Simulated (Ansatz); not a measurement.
## N_O in MgO (Fm-3m): charge-transition levels and formation energies

Wanted: the transition levels of a substitutional impurity in MgO (Fm-3m), from a cell of 54 host atoms with 1 O taken out and 1 N put in.

Method: place-levels on r2SCAN runs: charge-transition levels and formation energies with image-charge correction and potential alignment at the atomic sites, in Ansatz 0.2.0.

Experimental background.

For MgO, rocksalt (bulk crystal), “Electronic structure of alkaline earth and post-transition metal oxides” (2009, arxiv:0908.1581) quotes earlier work: band gap (literature experimental gap) 7.83 eV [Literature value based on experiment; other listed experimental values range from 7.7 to …].

**1. The structure**

The cell holds 54 atoms: 27 Mg, 26 O and 1 N. Cell: a = 8.919 Å, b = 8.919 Å, c = 8.919 Å, α = 60.0°, β = 60.0°, γ = 60.0°. It derives from MgO (space group Fm-3m). Nearest the centre at fractional (0.500, 0.500, 0.500): N28 at 0.00 Å, Mg47 at 2.10 Å, Mg51 at 2.10 Å, Mg35 at 2.10 Å, Mg45 at 2.10 Å, Mg29 at 2.10 Å, Mg33 at 2.10 Å, O26 at 2.97 Å.

Coordinates:

```xyz
54
Lattice="0.0000 6.3066 6.3066 6.3066 0.0000 6.3066 6.3066 6.3066 0.0000" Properties=species:S:1:pos:R:3 pbc="T T T"
Mg    0.0000    0.0000    0.0000
O     2.1022    2.1022    2.1022
Mg    2.1022    2.1022    0.0000
O     4.2044    4.2044    2.1022
Mg    4.2044    4.2044    0.0000
O     6.3066    6.3066    2.1022
Mg    2.1022    0.0000    2.1022
O     4.2044    2.1022    4.2044
Mg    4.2044    2.1022    2.1022
O     6.3066    4.2044    4.2044
Mg    6.3066    4.2044    2.1022
O     8.4088    6.3066    4.2044
Mg    4.2044    0.0000    4.2044
O     6.3066    2.1022    6.3066
Mg    6.3066    2.1022    4.2044
O     8.4088    4.2044    6.3066
Mg    8.4088    4.2044    4.2044
O    10.5110    6.3066    6.3066
Mg    0.0000    2.1022    2.1022
O     2.1022    4.2044    4.2044
Mg    2.1022    4.2044    2.1022
O     4.2044    6.3066    4.2044
Mg    4.2044    6.3066    2.1022
O     6.3066    8.4088    4.2044
Mg    2.1022    2.1022    4.2044
O     4.2044    4.2044    6.3066
Mg    4.2044    4.2044    4.2044
N     6.3066    6.3066    6.3066
Mg    6.3066    6.3066    4.2044
O     8.4088    8.4088    6.3066
Mg    4.2044    2.1022    6.3066
O     6.3066    4.2044    8.4088
Mg    6.3066    4.2044    6.3066
O     8.4088    6.3066    8.4088
Mg    8.4088    6.3066    6.3066
O    10.5110    8.4088    8.4088
Mg    0.0000    4.2044    4.2044
O     2.1022    6.3066    6.3066
Mg    2.1022    6.3066    4.2044
O     4.2044    8.4088    6.3066
Mg    4.2044    8.4088    4.2044
O     6.3066   10.5110    6.3066
Mg    2.1022    4.2044    6.3066
O     4.2044    6.3066    8.4088
Mg    4.2044    6.3066    6.3066
O     6.3066    8.4088    8.4088
Mg    6.3066    8.4088    6.3066
O     8.4088   10.5110    8.4088
Mg    4.2044    4.2044    8.4088
O     6.3066    6.3066   10.5110
Mg    6.3066    6.3066    8.4088
O     8.4088    8.4088   10.5110
Mg    8.4088    8.4088    8.4088
O    10.5110   10.5110   10.5110
```

Known beforehand: the electronic dielectric constant, 3.23, and the static one, 10.09, from a response run on this crystal (DFPT, PBEsol) at that run's own cell.

The cell's shortest repeat is 8.9 Å.

**2. The runs of each charge state**

A transition level is the Fermi level at which two charge states cost the same, so each charge needs its own total energy, at its own relaxed structure.

Random displacements of about 0.05 Å break the site symmetry at the start, so that the relaxation can reach a distorted minimum if there is one. Forces are taken at one point at (¼, ¼, ¼). The cell holds 1 electron more than the neutral one, with a uniform background that keeps it neutral on the whole.

The sampling was tested on the host first: at the k-points planned (1x1x1 shifted 0.25 0.25 0.25) its energy lies 0.020 eV an atom from the dense-mesh value, under the bound of 0.02 eV set for this test; that bounds the host's error, not the defect's.

One state's input; the others differ in charge, spin, start and seed, and in occupations where the table says so.

The input, qm1.relax/input.yaml:

```yaml
crystal:
  lattice:
    - [0.0, 2.10219755, 2.10219755]
    - [2.10219755, 0.0, 2.10219755]
    - [2.10219755, 2.10219755, 0.0]
  atoms:
    - { symbol: Mg, position: [0.0, 0.0, 0.0] }
    - { symbol: O, position: [0.5, 0.5, 0.5] }
  supercell: [3, 3, 3]
  defects: [{ substitution: { at: 27, symbol: "N" } }]
total_charge: -1
basis:
  ecutwfc: 500
  xc_grid: 2
hamiltonian:
  xc: r2scan
kpoints:
  mp_grid: { grid: [1, 1, 1], shift: [0.25, 0.25, 0.25] }
scf:
  occupations: { method: fixed }
  max_iter: 100
output:
  forces: true
  charged_corrections: { epsilon: 3.23, static_epsilon: 10.09 }
relax:
  f_tol: 0.02
  max_steps: 80
  random_displacement: { amplitude: 0.05, seed: 7894 }
checkpoint:
  write: "../qm1.relax.run"
  compress: false
  write_wavefunctions: true
  write_every: 100000
```

On the command line:

```console
> ansatz run input.yaml --threads 4 --pin off --max-ram 7536MiB --backend cpu --events-out ev --progress --plain --runs-dir out
```

Defect states can disperse in a cell of this size, so the energy is taken again at a 2×2×2 shifted mesh, on the relaxed structure.

The run of this state that the levels use, under r2SCAN:

The input, qm1.point/input.yaml:

```yaml
crystal:
  checkpoint: "../qm1.relax.run"
  host: checkpoint
total_charge: -1
basis:
  ecutwfc: 500
  xc_grid: 2
hamiltonian:
  xc: r2scan
kpoints:
  mp_grid: { grid: [2, 2, 2], shift: [0.5, 0.5, 0.5] }
scf:
  occupations: { method: fermi_dirac, width: 0.01 }
  max_iter: 100
output:
  forces: true
  eigenvalues: true
  charged_corrections:
    epsilon: 3.23
    static_epsilon: 10.09
    defect_position: [0.5, 0.5, 0.5]
  eigenstates: { localisation: true }
  populations: true
  band_densities: [{ bands: [v1, v1] }, { bands: [c1, c1] }]
  write_density: true
  write_potential: true
  volumetric_format: npy
  elf: true
checkpoint:
  read: "../qm1.relax.run"
  write: "../qm1.point.run"
  compress: false
  write_wavefunctions: false
  write_every: 100000
```

Relaxations under r2SCAN at one point at (¼, ¼, ¼); times on 4 threads of Arm Neoverse V1, shared host:

| charge | moment (μB) | occupations | outcome | steps | largest displacement against the far atoms (Å) | time |
| --- | --- | --- | --- | --- | --- | --- |
| −1 | 0 | fixed | converged | 4 | 0.05 | 52 s |
| 0 | 1 | fixed | converged | 12 | 0.06 | 6 min |

Single points under r2SCAN at a 2×2×2 shifted mesh; times on 4 threads of Arm Neoverse V1, shared host:

| charge | moment (μB) | occupations | outcome | time |
| --- | --- | --- | --- | --- |
| −1 | 0 | fermi-dirac | converged | 67 s |
| 0 | 1 | fermi-dirac | converged | 3.7 min |

Distances (Å) from N28 to the nearest atoms after relaxation with r2SCAN:

| charge | moment (μB) | 1. | 2. | 3. | 4. | 5. | 6. |
| --- | --- | --- | --- | --- | --- | --- | --- |
| −1 | 0 | Mg 2.05 | Mg 2.05 | Mg 2.05 | Mg 2.05 | Mg 2.05 | Mg 2.05 |
| 0 | 1 | Mg 2.12 | Mg 2.12 | Mg 2.12 | Mg 2.12 | Mg 2.14 | Mg 2.14 |

**3. place-levels, r2SCAN**

A charged cell interacts with its images and the background, and its potential has another zero than the host's. place-levels removes the first by a point-charge model, screened by the static dielectric constant since the ions have relaxed around the charge, and the second by comparing potentials at atoms far from the defect.

The host is a run of the defect-free crystal in the same cutoffs, grids and k-points, so that basis and sampling errors cancel in part in the differences. The host is run in a cell of 2 atoms on a matching mesh. Its band edges are searched through the zone by a band path, so the gap is smaller than, or equal to, that on the mesh. Chemical potentials are energies per atom of O (O2 molecule) and N (N2 molecule), run with the same functional and cutoff.

The input, levels.point.yaml:

```yaml
host:
  run: host.point.run
states: [qm1.point.run, q0_M1.point.run]
geometry_from:
  qm1.point.run: qm1.relax.run
  q0_M1.point.run: q0_M1.relax.run
chemical_potentials:
  O:
    energy: -565.983079
    dataset: "<sha256 of the dataset>"
  "N":
    energy: -384.812052
    dataset: "<sha256 of the dataset>"
epsilon: 3.23
static_epsilon: 10.09
vertical:
  - { from: qm1.point.run, to: qm1.point_neutral.run }
```

On the command line:

```console
> ansatz place-levels levels.point.yaml -- --threads 4 --pin off --max-ram 7536MiB
```

Numbers of over 12 decimals in the logs are rounded to 6 here.

Log:

```text
[... repeated set-up lines and file paths are left out, and long positions are rounded to six places ...]
(0/-1) 1.776 eV above the valence edge, 3.908 eV under the conduction edge
formation energy of charge 0: +6.106 eV with the Fermi level at the valence edge
formation energy of charge -1: +7.882 eV with the Fermi level at the valence edge
vertical -1 to 0: no energy, since no alignment is typed
  the change from vertical[0].from (qm1.point.run) to vertical[0].to (qm1.point_neutral.run): by its potential at epsilon 3.23 it stands at 0.500 0.501 0.500, with an rms radius of about 1.1 Å (0.6 0.7 0.6 Å across the planes of the cell's vectors); [...]
  edges by r2scan, gap 5.684 eV; the host is sampled to repeats of 17.84 Å
  the defect's cells are sampled to repeats of 17.84 Å, like sampling
  charge 0: +0.000 eV for its dipole among its images, +0.000 omitted
  charge -1: -67258.2057 eV with its correction of +0.267 eV, at epsilon 10.09, aligned at sites: -0.0072 eV, mean over 21 atomic sites at or beyond 4.46 Å from the defect at [0.5000, 0.5000, 0.5000], with +0.000000 for the charge's moments and without [...]
  of states[1] (q0_M1.point.run): its alignment with the host at atomic sites is doubtful: the cell is too small to show whether the defect's potential has decayed: take a larger one; stability_check_not_made
  of states[0] (qm1.point.run): its alignment with the host at atomic sites is doubtful: the cell is too small to show whether the defect's potential has decayed: take a larger one
  of vertical[0].to (qm1.point_neutral.run): stability_check_not_made
```

Run time: 0.24 s. Hardware: 4 threads of Arm Neoverse V1, shared host.

Levels between the charges placed, in eV above the valence top:

|  | gap (eV) | (0/−1) |
| --- | --- | --- |
| r2SCAN | 5.68 | 1.78 |

Corrections by state:

| charge | moment (μB) | image terms and alignment (eV) | band filling (eV) | ε used | over the lowest of its charge, as the program ranks them, band filling apart (eV) |
| --- | --- | --- | --- | --- | --- |
| 0 | 1.0 | 0.000 | - | - | 0.000 |
| −1 | 0.0 | 0.267 | - | 10.09 | 0.000 |

The charged structures listed were also run neutral, and place-levels reads from each pair, by the potential or the spins, how wide the charge is by which they differ; that can be the carrier of either run.

| charge | rms radius (Å) | spread where it is widest against the cell (Å) | wide from (Å) | reading |
| --- | --- | --- | --- | --- |
| −1 | 1.1 | 0.69 | 1.26 | narrow |

The neutral runs of these pairs need not share the spin of the lowest neutral state, and very wide values only mean spread over the cell.

From the program's caveats on the states, each cut to its opening words:

- charge 0 (1 μB), −1: its alignment with the host at atomic sites is doubtful: the cell is too small to show whether the defect's potential has decayed: take a larger one
- charge 0 (1 μB): flagged: stability check not made

The host's formation energy from the elements is -2.971 eV per atom; it sets how far the chemical potentials can move.

Limit set by the element alone; other compounds of these elements are not counted. Chemical potentials from the elements' reference states: Mg 0.00 eV, O -5.94 eV, N 0.00 eV. Formation energies (Mg-rich), with the Fermi level at the valence top and at the conduction bottom (gap 5.68 eV):

| charge | at valence top (eV) | at conduction bottom (eV) | correction included (eV) |
| --- | --- | --- | --- |
| 0 | 0.16 | 0.16 | 0.00 |
| −1 | 1.94 | -3.75 | 0.27 |

```
Fermi level (eV)  lowest formation energy (eV)
            0.00                          0.16
            0.52                          0.16
            1.03                          0.16
            1.55                          0.16
            2.07                         -0.13
            2.58                         -0.64
            3.10                         -1.16
            3.62                         -1.68
            4.14                         -2.20
            4.65                         -2.71
            5.17                         -3.23
            5.68                         -3.75
```

Limit set by the element alone; other compounds of these elements are not counted. Chemical potentials from the elements' reference states: O 0.00 eV, Mg -5.94 eV, N 0.00 eV. Formation energies (O-rich), with the Fermi level at the valence top and at the conduction bottom (gap 5.68 eV):

| charge | at valence top (eV) | at conduction bottom (eV) | correction included (eV) |
| --- | --- | --- | --- |
| 0 | 6.11 | 6.11 | 0.00 |
| −1 | 7.88 | 2.20 | 0.27 |

| Fermi level (eV) | lowest formation energy (eV) |
| --- | --- |
| 0.00 | 6.11 |
| 0.52 | 6.11 |
| 1.03 | 6.11 |
| 1.55 | 6.11 |
| 2.07 | 5.82 |
| 2.58 | 5.30 |
| 3.10 | 4.78 |
| 3.62 | 4.26 |
| 4.14 | 3.75 |
| 4.65 | 3.23 |
| 5.17 | 2.71 |
| 5.68 | 2.20 |

**4. The same at the relaxations' own k-points**

The relaxations' own energies give the levels at their sampling, for comparison.

The input, levels.relax_mesh.yaml:

```yaml
host:
  run: host.relax.run
states: [qm1.relax.run, q0_M1.relax.run]
chemical_potentials:
  O:
    energy: -565.983079
    dataset: "<sha256 of the dataset>"
  "N":
    energy: -384.812052
    dataset: "<sha256 of the dataset>"
```

On the command line:

```console
> ansatz place-levels levels.relax_mesh.yaml -- --threads 4 --pin off --max-ram 7536MiB
```

Log:

```text
(0/-1) 1.877 eV above the valence edge, 3.788 eV under the conduction edge
formation energy of charge 0: +6.034 eV with the Fermi level at the valence edge
formation energy of charge -1: +7.911 eV with the Fermi level at the valence edge
  edges by r2scan, gap 5.666 eV; the host is sampled to repeats of 8.92 Å
[... the lines on each state left out ...]
```

It took 0.1 s on 4 threads.

Levels between neighbouring charges, in eV above the valence top:

|  | gap (eV) | (0/−1) |
| --- | --- | --- |
| one point at (¼, ¼, ¼) | 5.67 | 1.88 |
| a 2×2×2 shifted mesh | 5.68 | 1.78 |

Going from one point at (¼, ¼, ¼) to a 2×2×2 shifted mesh moves the levels that carry no band-filling term by up to 0.10 eV and formation energies against the elements by up to 0.07 eV.

**5. A changed set-up**

In this try the input is made faulty on purpose, to show what that does.

Another version of the file is tried.

levels.try0.yaml is levels.point.yaml with these lines changed:

```diff
+defect_position:
+  qm1.point.run: [0.0, 0.0, 0.0]
```

On the command line:

```console
> ansatz place-levels levels.try0.yaml -- --threads 4 --pin off --max-ram 7536MiB
```

Log:

```text
Error: states: the alignment at the far atoms does not stand for every charged run (states[0] (qm1.point.run): no potential alignment: what the cell's atoms and the host's sites leave over but for strayed atoms and the sites that these left (strays included: [...]
```

The change: the charge placed away from the defect.

No levels were formed: the file was rejected.

**6. Results**

* gap of the host: 5.68 eV (r2SCAN)
* level (0/minus 1): 1.78 eV above the valence top
* lowest of the charges placed, just above the valence top (0.02 eV): 0
* lowest of the charges placed, just below the conduction bottom (0.02 eV): −1
* lowest formation energy at mid-gap of the charges run, Mg-rich: -0.90 eV
* lowest formation energy at mid-gap of the charges run, O-rich: 5.04 eV

**Reading.** Of the charges placed (−1 and 0), the lowest changes at 1.78 eV (0/−1) above the valence top, in a gap of 5.68 eV. Charges above 0 and below −1 were not placed, so these runs say nothing of levels that involve them. States placed: 0 at 1 μB; −1 at 0 μB. Other spin states or structures, where not listed, weren't placed. N is taken at its element; compounds, which aren't counted here, bound the chemical potentials and would shift these formation energies. Going from one point at (¼, ¼, ¼) to a 2×2×2 shifted mesh moves the levels that carry no band-filling term by up to 0.10 eV and formation energies against the elements by up to 0.07 eV. The program doubts the alignment of potentials for at least one state, a sign that the cell is small. What this leaves open: the images are only 8.9 Å apart; r2SCAN makes the gap too small and tends to spread out bound carriers; where a gas molecule sets a chemical potential or the host's formation energy, its binding is uncorrected.

Calculation against experiment:

| quantity | measured | r2SCAN |
| --- | --- | --- |
| band gap (least gap of the host) (eV) | 7.83 | 5.68 (-2.15 eV) |

Measured values from arxiv:0908.1581 (2009).

How well it matches: The band gap is off by -2.15 eV: a clear miss. Local and semilocal functionals usually give gaps below the measured ones. Zero-point and thermal motion shift the measured gap.

[Logs are printed without paths, hosts, clocks, repeated set-up lines and the standing remarks that a program may print on its own settings, such as how far it seeks lower states.]

[Hosts, paths, dates, database ids (printed as entryN), source tags and the programs' standing remarks are cut or masked in the printed files.]

[Where a table of states has a column of steps, it counts the stored structures, which are thinned; the runs took as many ionic steps or more.]

[A defect's name tells the site on which it was built; relaxed atoms can leave that site.]

[For some hosts the program warned that the k-mesh of the response run may be too coarse for force constants and the static dielectric constant; such warnings are not shown here.]
